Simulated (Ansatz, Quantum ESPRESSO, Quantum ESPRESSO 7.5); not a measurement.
# Complex bands of C, diamond type, lattice constant set to 3.411 Å

Wanted: the complex band structure of C, diamond type, lattice constant set to 3.411 Å, as for a tunnel barrier.

Main program and level: Quantum ESPRESSO 7.5; plane-wave DFT, LDA, PseudoDojo norm-conserving pseudopotentials (cross-check by Ansatz 0.2.0 with PAW datasets).

This is a report of a sequence of runs, with most program output left out.

## 1. The starting structure

Symmetry: Fd-3m, No. 227, cubic system. The conventional cell has a = 3.411 Å, b = 3.411 Å, c = 3.411 Å, α = 90.00°, β = 90.00°, γ = 90.00°. C has 4 C at 1.48 Å nearest.

## 2. SCF with pw.x

pwcond needs a cell whose third axis lies along the current and stands perpendicular to the other two.

scf.in reads:

```
&control
  prefix = 'scf'
  outdir = './out'
  pseudo_dir = './pseudo'
  calculation = 'scf'
  tprnfor = .true.
/
&system
  ibrav = 0
  nat = 4
  ntyp = 1
  ecutwfc = 74
  ecutrho = 296
  occupations = 'fixed'
  nbnd = 12
/
&electrons
  conv_thr = 1e-09
  mixing_beta = 0.6
  electron_maxstep = 120
/
ATOMIC_SPECIES
  C   12.0110  C.dojo-sr-lda-0.4.1-standard.upf
CELL_PARAMETERS angstrom
  2.41194123062731 0.00000000000000 0.00000000000000
  0.00000000000000 2.41194123062731 0.00000000000000
  0.00000000000000 0.00000000000000 3.41100000000000
ATOMIC_POSITIONS crystal
  C   0.000000000000 0.000000000000 0.000000000000
  C   0.500000000000 0.000000000000 0.250000000000
  C   0.500000000000 0.500000000000 0.500000000000
  C   0.000000000000 0.500000000000 0.750000000000
K_POINTS automatic
  10 10 8 0 0 0
```

Run with:

```
$ OMP_NUM_THREADS=1 mpirun -n 2 pw.x -nk 2 -in scf.in > scf.out
```

It took 9.1 s on 2 MPI ranks of AMD EPYC 7R43, shared host; peak memory 0.14 GiB; 18 s of CPU time.

Numbers from this step:

```
free energy                          : -656.1675 eV
valence top, on the run's zero       : 15.68 eV
conduction bottom, on the run's zero : 20.17 eV
gap by band count                    : 4.487 eV
```

The program's own clock; routines nest. Time by routine:

| routine | wall time (s) | calls |
| --- | --- | --- |
| PWSCF | 8.14 | 1 |
| electrons | 7.2 | 1 |
| c_bands | 6.35 | 9 |
| cegterg | 5.31 | 477 |
| h_psi | 4.49 | 2019 |
| vloc_psi | 3.89 | 2019 |
| fftw | 3.79 | 40134 |
| sum_band | 0.81 | 9 |
| init_run | 0.79 | 1 |
| wfcinit | 0.47 | 1 |
| calbec | 0.32 | 2231 |
| h_psi:calbec | 0.29 | 2019 |
| cdiaghg | 0.28 | 1966 |
| hinit0 | 0.26 | 1 |

The run needed 9 iterations to bring the estimated error under 1e-09 Ry.

## 3. Complex bands with pwcond.x

ikind = 0 solves one period of the crystal for all kz, real and complex, at each energy and k across. ewind and epsproj trim the two-dimensional plane-wave basis; nz1 sets the subslabs.

cbs.in reads:

```
&inputcond
  outdir = './out'
  prefixl = 'scf'
  band_file = 'cbs'
  ikind = 0
  ewind = 4.0
  epsproj = 1e-05
  nz1 = 7
  energy0 = 7.44
  denergy = -0.24
/
4
  0.00000000 0.00000000 1.00000000
  0.50000000 0.00000000 1.00000000
  0.50000000 0.50000000 1.00000000
  0.25000000 0.00000000 1.00000000
40
```

Run with:

```
$ OMP_NUM_THREADS=1 mpirun -n 2 pwcond.x -in cbs.in > cbs.out
```

Wall time 25 s (2 MPI ranks); peak memory 0.11 GiB.

This step gave:

```
peak of the smallest κ at the zone centre : 0.307 Å⁻¹
energy of the peak at the zone centre     : 2.88 eV
peak of the smallest κ at (1/4, 0)        : 0.546 Å⁻¹
```

K across = (0, 0) in the cell's reciprocal vectors; values within 0.0025 1/Å of each other count once, columns are sorted by size at each energy, a dash where no further value was kept. The Im kz of the slowest decaying states by energy, zero at the highest filled level of the SCF mesh:

| energy (eV) | decay 1 (Å⁻¹) | decay 2 (Å⁻¹) | decay 3 (Å⁻¹) |
| --- | --- | --- | --- |
| -1.92 | 1.64 | 2.43 | 2.84 |
| -1.68 | 1.60 | 2.42 | 2.83 |
| -1.20 | 1.54 | 2.39 | 2.81 |
| -0.96 | 1.51 | 2.38 | 2.79 |
| -0.72 | 1.47 | 2.37 | 2.78 |
| -0.24 | 1.40 | 2.34 | 2.76 |
| 0.00 | 1.37 | 2.33 | 2.75 |
| 0.24 | 0.101 | 0.106 | 0.183 |
| 0.72 | 0.197 | 0.323 | 1.26 |
| 0.96 | 0.225 | 0.372 | 1.22 |
| 1.20 | 0.246 | 0.414 | 1.18 |
| 1.68 | 0.277 | 0.484 | 1.09 |
| 1.92 | 0.288 | 0.514 | 1.04 |
| 2.16 | 0.296 | 0.541 | 0.998 |
| 2.64 | 0.305 | 0.589 | 0.894 |
| 2.88 | 0.307 | 0.611 | 0.838 |
| 3.36 | 0.304 | 0.649 | 0.709 |
| 3.60 | 0.299 | 0.633 | 0.666 |
| 3.84 | 0.293 | 0.545 | 0.682 |
| 4.32 | 0.273 | 0.29 | 0.71 |
| 4.56 | 0.259 | 0.723 | 2.07 |
| 4.80 | 0.242 | 0.734 | 2.06 |
| 5.28 | 0.197 | 0.755 | 2.03 |
| 5.52 | 0.165 | 0.764 | 2.02 |
| 5.76 | 0.121 | 0.124 | 0.772 |
| 6.24 | 0.348 | 0.787 | 1.98 |
| 6.48 | 0.46 | 0.793 | 1.96 |
| 6.72 | 0.541 | 0.798 | 1.95 |
| 7.20 | 0.655 | 0.807 | 1.92 |
| 7.44 | 0.698 | 0.81 | 1.91 |

K across = (0, 0) in the cell's reciprocal vectors. Re kz of states that move upwards against energy, zero at the highest filled level of the SCF mesh:

| energy (eV) | channel 1 (Å⁻¹) | channel 2 (Å⁻¹) | channel 3 (Å⁻¹) |
| --- | --- | --- | --- |
| -1.92 | -0.571 | -0.459 | -0.457 |
| -1.68 | -0.532 | -0.421 | -0.419 |
| -1.20 | -0.446 | -0.343 | -0.341 |
| -0.96 | -0.398 | -0.303 | -0.300 |
| -0.72 | -0.344 | -0.260 | -0.257 |
| -0.24 | -0.201 | -0.158 | -0.154 |
| 0.00 | -0.0802 | -0.0738 | -0.0552 |
| 0.24 | - | - | - |
| 0.72 | - | - | - |
| 0.96 | - | - | - |
| 1.20 | - | - | - |
| 1.68 | - | - | - |
| 1.92 | - | - | - |
| 2.16 | - | - | - |
| 2.64 | - | - | - |
| 2.88 | - | - | - |
| 3.36 | - | - | - |
| 3.60 | - | - | - |
| 3.84 | - | - | - |
| 4.32 | - | - | - |
| 4.56 | -0.322 | 0.657 | - |
| 4.80 | -0.131 | 0.892 | - |
| 5.28 | -0.640 | 0.0669 | - |
| 5.52 | -0.492 | 0.139 | - |
| 5.76 | -0.320 | 0.201 | - |
| 6.24 | 0.113 | 0.117 | 0.307 |
| 6.48 | 0.169 | 0.171 | 0.354 |
| 6.72 | 0.212 | 0.215 | 0.397 |
| 7.20 | 0.286 | 0.288 | 0.475 |
| 7.44 | 0.318 | 0.320 | 0.512 |

K across = (1/2, 0) in the cell's reciprocal vectors; values within 0.0025 1/Å of each other count once, columns are sorted by size at each energy, a dash where no further value was kept. Table of Im kz of the slowest decaying states by energy, zero at the highest filled level of the SCF mesh:

| energy (eV) | decay 1 (Å⁻¹) | decay 2 (Å⁻¹) | decay 3 (Å⁻¹) |
| --- | --- | --- | --- |
| -1.92 | 0.328 | 0.801 | 0.807 |
| -1.44 | 0.379 | 0.862 | 0.865 |
| -0.96 | 0.421 | 0.899 | 0.902 |
| -0.48 | 0.456 | 0.923 | - |
| -0.24 | 0.471 | 0.931 | - |
| 0.00 | 0.486 | 0.936 | 1.94 |
| 0.24 | 0.499 | 0.94 | 1.91 |
| 0.72 | 0.522 | 0.944 | 1.86 |
| 1.20 | 0.542 | 0.942 | 1.8 |
| 1.68 | 0.558 | 0.935 | - |
| 2.16 | 0.572 | 0.925 | 1.68 |
| 2.64 | 0.583 | 0.91 | 1.62 |
| 2.88 | 0.587 | 0.902 | 1.59 |
| 3.36 | 0.594 | 0.882 | 1.52 |
| 3.84 | 0.599 | 0.859 | 1.45 |
| 4.32 | 0.601 | 0.833 | 1.38 |
| 4.80 | 0.6 | 0.802 | 1.31 |
| 5.28 | 0.596 | 0.768 | 1.23 |
| 5.76 | 0.589 | 0.73 | 1.15 |
| 6.00 | 0.583 | 0.708 | 1.10 |
| 6.48 | 0.57 | 0.661 | 0.664 |
| 6.96 | 0.552 | 0.607 | 0.61 |
| 7.44 | 0.527 | 0.543 | 0.547 |

K across = (1/2, 1/2) in the cell's reciprocal vectors; values within 0.0025 1/Å of each other count once, columns are sorted by size at each energy, a dash where no further value was kept. Im kz of the slowest decaying states against energy, zero at the highest filled level of the SCF mesh:

| energy (eV) | decay 1 (Å⁻¹) | decay 2 (Å⁻¹) | decay 3 (Å⁻¹) |
| --- | --- | --- | --- |
| -1.92 | 0.549 | 3.01 | 3.18 |
| -1.68 | 0.548 | 3.00 | 3.17 |
| -1.20 | 0.546 | 2.98 | 3.16 |
| -0.96 | 0.543 | 2.97 | 3.15 |
| -0.72 | 0.54 | 2.96 | 3.14 |
| -0.24 | 0.531 | 2.93 | 3.12 |
| 0.00 | 0.526 | 2.92 | 3.12 |
| 0.24 | 0.519 | 2.91 | 3.11 |
| 0.72 | 0.504 | 2.89 | - |
| 0.96 | 0.496 | 2.88 | 3.08 |
| 1.20 | 0.486 | 2.87 | 3.07 |
| 1.68 | 0.464 | 2.84 | - |
| 1.92 | 0.452 | 2.83 | 3.04 |
| 2.16 | 0.439 | 2.82 | 3.04 |
| 2.64 | 0.408 | 2.79 | - |
| 2.88 | 0.391 | 2.78 | - |
| 3.36 | 0.352 | 2.76 | - |
| 3.60 | 0.329 | 2.74 | - |
| 3.84 | 0.304 | 2.73 | - |
| 4.32 | 0.242 | 2.71 | - |
| 4.56 | 0.202 | 2.69 | - |
| 4.80 | 0.15 | 2.68 | - |
| 5.28 | 2.65 | 2.92 | - |
| 5.52 | 2.64 | 2.91 | - |
| 5.76 | 2.63 | 2.90 | - |
| 6.24 | 2.60 | 2.88 | - |
| 6.48 | 2.59 | 2.87 | - |
| 6.72 | 2.58 | 2.86 | - |
| 7.20 | 2.55 | 2.84 | - |
| 7.44 | 2.53 | 2.83 | - |

K across = (1/4, 0) in the cell's reciprocal vectors; values within 0.0025 1/Å of each other count once, columns are sorted by size at each energy, a dash where no further value was kept. The Im kz of the slowest decaying states by energy, zero at the highest filled level of the SCF mesh:

| energy (eV) | decay 1 (Å⁻¹) | decay 2 (Å⁻¹) | decay 3 (Å⁻¹) |
| --- | --- | --- | --- |
| -1.92 | 0.056 | 1.78 | 1.87 |
| -1.68 | 0.166 | 1.75 | 1.85 |
| -1.20 | 0.27 | 1.69 | 1.82 |
| -0.96 | 0.307 | 1.66 | 1.8 |
| -0.72 | 0.076 | 0.339 | 1.63 |
| -0.24 | 0.27 | 0.391 | 1.56 |
| 0.00 | 0.321 | 0.413 | 1.53 |
| 0.24 | 0.361 | 0.433 | 1.50 |
| 0.72 | 0.422 | 0.468 | 1.44 |
| 0.96 | 0.446 | 0.483 | 1.40 |
| 1.20 | 0.467 | 0.496 | 1.37 |
| 1.68 | 0.499 | 0.52 | 1.30 |
| 1.92 | 0.512 | 0.53 | 1.26 |
| 2.16 | 0.522 | 0.539 | 1.22 |
| 2.64 | 0.537 | 0.554 | 1.15 |
| 2.88 | 0.542 | 0.56 | 1.11 |
| 3.36 | 0.546 | 0.569 | 1.02 |
| 3.60 | 0.545 | 0.573 | 0.978 |
| 3.84 | 0.543 | 0.575 | 0.932 |
| 4.32 | 0.532 | 0.577 | 0.829 |
| 4.56 | 0.524 | 0.577 | 0.773 |
| 4.80 | 0.513 | 0.575 | 0.711 |
| 5.28 | 0.484 | 0.565 | 0.57 |
| 5.52 | 0.465 | 0.472 | 0.565 |
| 5.76 | 0.351 | 0.442 | 0.559 |
| 6.24 | 0.384 | 0.545 | 1.25 |
| 6.48 | 0.346 | 0.535 | 1.23 |
| 6.72 | 0.3 | 0.524 | 1.21 |
| 7.20 | 0.148 | 0.496 | 1.18 |
| 7.44 | 0.478 | 1.17 | 1.4 |

The program's own clock; routines nest. Time by routine:

| routine | wall time (s) | calls |
| --- | --- | --- |
| PWCOND | 24.07 | 1 |
| scatter_forw | 16.33 | 160 |
| compbs | 6.98 | 160 |
| compbs_2 | 6.52 | 160 |
| init | 0.41 | 1 |
| local | 0.31 | 4 |
| poten | 0.17 | 1 |

## 4. Complex band structure, with ewind = 2.0 and epsproj = 0.001

How much does a setting matter? One run is repeated with a change.

cbs.w.in, as its differences from the input of step 3:

```diff
@@ -3,6 +3,6 @@
   prefixl = 'scf'
-  band_file = 'cbs'
+  band_file = 'cbs.w'
   ikind = 0
-  ewind = 4.0
-  epsproj = 1e-05
+  ewind = 2.0
+  epsproj = 0.001
   nz1 = 7
```

Run with:

```
$ OMP_NUM_THREADS=1 mpirun -n 2 pwcond.x -in cbs.w.in > cbs.w.out
```

Elapsed: 12 s, on 2 MPI ranks; peak memory 0.1 GiB; 24 s of CPU time.

The changed values were drawn from a wide range, not chosen for quality; the comparison shows what they did here together.

## 5. Cross-check with Ansatz

As a check, the same structure is run in Ansatz.

Level of this step: plane-wave DFT, LDA, Ansatz PAW (Ansatz 0.2.0).

input.yaml reads:

```yaml
crystal:
  lattice:
    - [2.4119412306, 0.0, 0.0]
    - [0.0, 2.4119412306, 0.0]
    - [0.0, 0.0, 3.411]
  atoms:
    - { symbol: C, position: [0.0, 0.0, 0.0] }
    - { symbol: C, position: [0.5, 0.0, 0.25] }
    - { symbol: C, position: [0.5, 0.5, 0.5] }
    - { symbol: C, position: [0.0, 0.5, 0.75] }
kpoints:
  mp_grid: { grid: [10, 10, 8] }
hamiltonian:
  xc: lda
scf:
  occupations: { method: fixed }
  convergence: { dr2_threshold: 1.0e-09 }
output:
  transmission:
    leads: [[0, 0]]
    kpoints: [[0, 0], [0.5, 0], [0.5, 0.5], [0.25, 0]]
    e_range: [-1.92, 7.44]
    de: 0.24
```

Run with:

```
$ ansatz run input.yaml --threads 2 --pin off --max-ram 4096MiB --backend cpu --events-out ev --progress --plain --runs-dir out
```

It took 2.3 s on 2 threads; peak memory 0.31 GiB.

Read from the output:

* free energy: -971.6003 eV
* gap by band count: 4.441 eV
* symmetry operations: 32
* slowest decay at the grid energy nearest mid-gap: 0.3002 Å⁻¹
* peak of the smallest κ at the zone centre: 0.3082 Å⁻¹
* peak of the smallest κ at (1/4, 0): 0.5476 Å⁻¹
* valence top, on the run's zero: 15.60 eV

K across = (0, 0) in the cell's reciprocal vectors; values within 0.0025 1/Å of each other count once, columns are sorted by size at each energy, a dash where no further value was kept. Im kz of the slowest decaying states against energy, zero at the highest filled level of the SCF mesh:

| energy (eV) | decay 1 (Å⁻¹) | decay 2 (Å⁻¹) | decay 3 (Å⁻¹) |
| --- | --- | --- | --- |
| -1.92 | - | - | - |
| -1.68 | - | - | - |
| -1.20 | - | - | - |
| -0.96 | 1.50 | - | - |
| -0.72 | 1.46 | - | - |
| -0.24 | 1.39 | - | - |
| 0.00 | 0.012 | 0.0220 | 1.36 |
| 0.24 | 0.128 | 0.193 | 1.32 |
| 0.72 | 0.209 | 0.328 | 1.25 |
| 0.96 | 0.235 | 0.376 | 1.21 |
| 1.20 | 0.255 | 0.418 | 1.17 |
| 1.68 | 0.283 | 0.487 | 1.08 |
| 1.92 | 0.293 | 0.517 | 1.03 |
| 2.16 | 0.300 | 0.544 | 0.984 |
| 2.64 | 0.308 | 0.592 | 0.879 |
| 2.88 | 0.308 | 0.613 | 0.821 |
| 3.36 | 0.303 | 0.651 | 0.689 |
| 3.60 | 0.298 | 0.611 | 0.668 |
| 3.84 | 0.291 | 0.519 | 0.684 |
| 4.32 | 0.235 | 0.269 | 0.712 |
| 4.56 | 0.254 | 0.724 | - |
| 4.80 | 0.236 | 0.736 | - |
| 5.28 | 0.186 | 0.756 | - |
| 5.52 | 0.150 | 0.765 | - |
| 5.76 | 0.0965 | 0.773 | - |
| 6.24 | 0.371 | 0.787 | - |
| 6.48 | 0.476 | 0.793 | - |
| 6.72 | 0.552 | 0.798 | - |
| 7.20 | 0.662 | 0.807 | - |
| 7.44 | 0.703 | 0.810 | - |

K across = (0, 0) in the cell's reciprocal vectors. Re kz of states that move upwards against energy, zero at the highest filled level of the SCF mesh:

| energy (eV) | channel 1 (Å⁻¹) | channel 2 (Å⁻¹) | channel 3 (Å⁻¹) |
| --- | --- | --- | --- |
| -1.92 | -0.569 | -0.448 | -0.448 |
| -1.68 | -0.529 | -0.410 | -0.410 |
| -1.44 | -0.487 | -0.370 | -0.370 |
| -1.20 | -0.443 | -0.330 | -0.330 |
| -0.96 | -0.394 | -0.288 | -0.288 |
| -0.72 | -0.339 | -0.244 | -0.244 |
| -0.48 | -0.275 | -0.194 | -0.194 |
| -0.24 | -0.193 | -0.134 | -0.134 |
| 0.00 | - | - | - |
| 0.24 | - | - | - |
| 0.72 | - | - | - |
| 0.96 | - | - | - |
| 1.20 | - | - | - |
| 1.44 | - | - | - |
| 1.68 | - | - | - |
| 1.92 | - | - | - |
| 2.16 | - | - | - |
| 2.40 | - | - | - |
| 2.64 | - | - | - |
| 2.88 | - | - | - |
| 3.12 | - | - | - |
| 3.36 | - | - | - |
| 3.60 | - | - | - |
| 3.84 | - | - | - |
| 4.08 | - | - | - |
| 4.32 | - | - | - |
| 4.56 | -0.251 | 0.731 | - |
| 4.80 | -0.909 | -0.0951 | - |
| 5.28 | -0.609 | 0.0901 | - |
| 5.52 | -0.460 | 0.159 | - |
| 5.76 | -0.279 | 0.220 | - |
| 6.00 | 0.0702 | 0.0702 | 0.274 |
| 6.24 | 0.142 | 0.142 | 0.323 |
| 6.48 | 0.191 | 0.191 | 0.369 |
| 6.72 | 0.232 | 0.232 | 0.411 |
| 6.96 | 0.269 | 0.269 | 0.451 |
| 7.20 | 0.303 | 0.303 | 0.488 |
| 7.44 | 0.335 | 0.335 | 0.524 |

K across = (1/2, 0) in the cell's reciprocal vectors; values within 0.0025 1/Å of each other count once, columns are sorted by size at each energy, a dash where no further value was kept. Table of Im kz of the slowest decaying states by energy, zero at the highest filled level of the SCF mesh:

| energy (eV) | decay 1 (Å⁻¹) | decay 2 (Å⁻¹) | decay 3 (Å⁻¹) |
| --- | --- | --- | --- |
| -1.92 | 0.329 | 0.810 | - |
| -1.44 | 0.381 | 0.868 | - |
| -0.96 | 0.422 | 0.903 | - |
| -0.48 | 0.457 | 0.926 | - |
| -0.24 | 0.473 | 0.933 | - |
| 0.00 | 0.487 | 0.938 | - |
| 0.24 | 0.500 | 0.942 | - |
| 0.72 | 0.523 | 0.944 | - |
| 1.20 | 0.542 | 0.942 | - |
| 1.68 | 0.559 | 0.934 | - |
| 2.16 | 0.572 | 0.923 | - |
| 2.64 | 0.583 | 0.908 | - |
| 2.88 | 0.588 | 0.899 | - |
| 3.36 | 0.595 | 0.879 | - |
| 3.84 | 0.599 | 0.856 | 1.44 |
| 4.32 | 0.600 | 0.829 | 1.37 |
| 4.80 | 0.599 | 0.798 | 1.29 |
| 5.28 | 0.595 | 0.763 | 1.22 |
| 5.76 | 0.587 | 0.723 | 1.13 |
| 6.00 | 0.581 | 0.701 | 1.09 |
| 6.48 | 0.567 | 0.653 | 0.990 |
| 6.96 | 0.548 | 0.597 | 0.882 |
| 7.44 | 0.522 | 0.531 | 0.753 |

K across = (1/2, 1/2) in the cell's reciprocal vectors; values within 0.0025 1/Å of each other count once, columns are sorted by size at each energy, a dash where no further value was kept. Im kz of the slowest decaying states against energy, zero at the highest filled level of the SCF mesh:

| energy (eV) | Im kz of the slowest decaying states (Å⁻¹) |
| --- | --- |
| -1.92 | 0.548 |
| -1.68 | 0.548 |
| -1.44 | 0.547 |
| -1.20 | 0.545 |
| -0.96 | 0.542 |
| -0.72 | 0.539 |
| -0.48 | 0.534 |
| -0.24 | 0.530 |
| 0.00 | 0.524 |
| 0.24 | 0.517 |
| 0.72 | 0.502 |
| 0.96 | 0.493 |
| 1.20 | 0.484 |
| 1.44 | 0.473 |
| 1.68 | 0.461 |
| 1.92 | 0.449 |
| 2.16 | 0.435 |
| 2.40 | 0.420 |
| 2.64 | 0.404 |
| 2.88 | 0.387 |
| 3.12 | 0.367 |
| 3.36 | 0.346 |
| 3.60 | 0.323 |
| 3.84 | 0.297 |
| 4.08 | 0.267 |
| 4.32 | 0.232 |
| 4.56 | 0.189 |
| 4.80 | 0.132 |
| 5.28 | - |
| 5.52 | - |
| 5.76 | - |
| 6.00 | - |
| 6.24 | - |
| 6.48 | - |
| 6.72 | - |
| 6.96 | - |
| 7.20 | - |
| 7.44 | - |

K across = (1/4, 0) in the cell's reciprocal vectors; values within 0.0025 1/Å of each other count once, columns are sorted by size at each energy, a dash where no further value was kept. Table of Im kz of the slowest decaying states by energy, zero at the highest filled level of the SCF mesh:

| energy (eV) | decay 1 (Å⁻¹) | decay 2 (Å⁻¹) | decay 3 (Å⁻¹) |
| --- | --- | --- | --- |
| -1.92 | 0.0676 | - | - |
| -1.68 | 0.170 | - | - |
| -1.44 | 0.228 | - | - |
| -1.20 | 0.273 | - | - |
| -0.96 | 0.310 | - | - |
| -0.72 | 0.138 | 0.341 | - |
| -0.48 | 0.231 | 0.369 | - |
| -0.24 | 0.292 | 0.393 | - |
| 0.00 | 0.338 | 0.415 | - |
| 0.24 | 0.376 | 0.435 | 1.49 |
| 0.72 | 0.434 | 0.469 | 1.43 |
| 0.96 | 0.456 | 0.484 | 1.39 |
| 1.20 | 0.476 | 0.497 | 1.36 |
| 1.44 | 0.492 | 0.510 | 1.32 |
| 1.68 | 0.506 | 0.521 | 1.29 |
| 1.92 | 0.518 | 0.531 | 1.25 |
| 2.16 | 0.528 | 0.539 | 1.21 |
| 2.40 | 0.536 | 0.547 | 1.18 |
| 2.64 | 0.541 | 0.554 | 1.14 |
| 2.88 | 0.545 | 0.560 | 1.10 |
| 3.12 | 0.547 | 0.565 | 1.05 |
| 3.36 | 0.548 | 0.569 | 1.01 |
| 3.60 | 0.546 | 0.573 | 0.965 |
| 3.84 | 0.543 | 0.575 | 0.918 |
| 4.08 | 0.537 | 0.576 | 0.867 |
| 4.32 | 0.530 | 0.576 | 0.814 |
| 4.56 | 0.520 | 0.576 | 0.756 |
| 4.80 | 0.508 | 0.574 | 0.692 |
| 5.28 | 0.476 | 0.540 | 0.568 |
| 5.52 | 0.441 | 0.455 | 0.563 |
| 5.76 | 0.307 | 0.431 | 0.557 |
| 6.00 | 0.402 | 0.550 | 1.25 |
| 6.24 | 0.367 | 0.541 | 1.24 |
| 6.48 | 0.325 | 0.531 | 1.22 |
| 6.72 | 0.271 | 0.519 | 1.20 |
| 6.96 | 0.198 | 0.506 | 1.19 |
| 7.20 | 0.0477 | 0.490 | 1.17 |
| 7.44 | 0.472 | 1.16 | 1.38 |

## 6. A check by hand

T falls as exp(−2κd). With κ = 0.298 1/Å, 10 Å of barrier pass exp(−2 × 0.298 × 10) = 0.0026 of that channel, interfaces aside.

## 7. What came out

```json
{
 "gap on the SCF mesh": "4.49 eV",
 "smallest κ at mid-gap among the four k points, at the zone centre": "0.298 Å⁻¹",
 "peak of the smallest κ in the stop band at the zone centre": "0.307 Å⁻¹",
 "peak of the smallest κ in the stop band at (1/4, 0)": "0.546 Å⁻¹",
 "energy of the peak at the zone centre, over the highest filled level": "2.88 eV",
 "peak at the zone centre by Ansatz": "0.308 Å⁻¹"
}
```

With a gap of 4.49 eV on the mesh, the smallest κ at mid-gap among the four k points, at the zone centre is 0.298 Å⁻¹ (LDA, PseudoDojo norm-conserving). For a barrier with the Fermi level at mid-gap the slowest state found, at the zone centre, loses a factor of ten in probability every 3.9 Å or so. Stop bands away from the zone centre are mostly wider than the gap, so their peaks can lie above the conduction bottom. At the zone centre pwcond's peak is 0.307 and Ansatz's 0.308 1/Å, 0 % apart. The cell is the a/√2 one, turned by 45°, with two primitive cells, so X along [001] folds onto kz = 0. A semilocal gap is too small, often by a third to a half and by more in narrow-gap crystals, so real barriers decay faster.

[Logs are printed without paths, hosts, clocks, repeated set-up lines and the standing remarks that a program may print on its own settings, such as how far it seeks lower states.]

[Hosts, paths, dates, database ids (printed as entryN), source tags and the programs' standing remarks are cut or masked in the printed files.]

[Maps of the electrostatic potential energy from Ansatz leave out the sawtooth potential of an applied field or a dipole correction, so their vacuum need not be flat; planar profiles and work functions include it.]
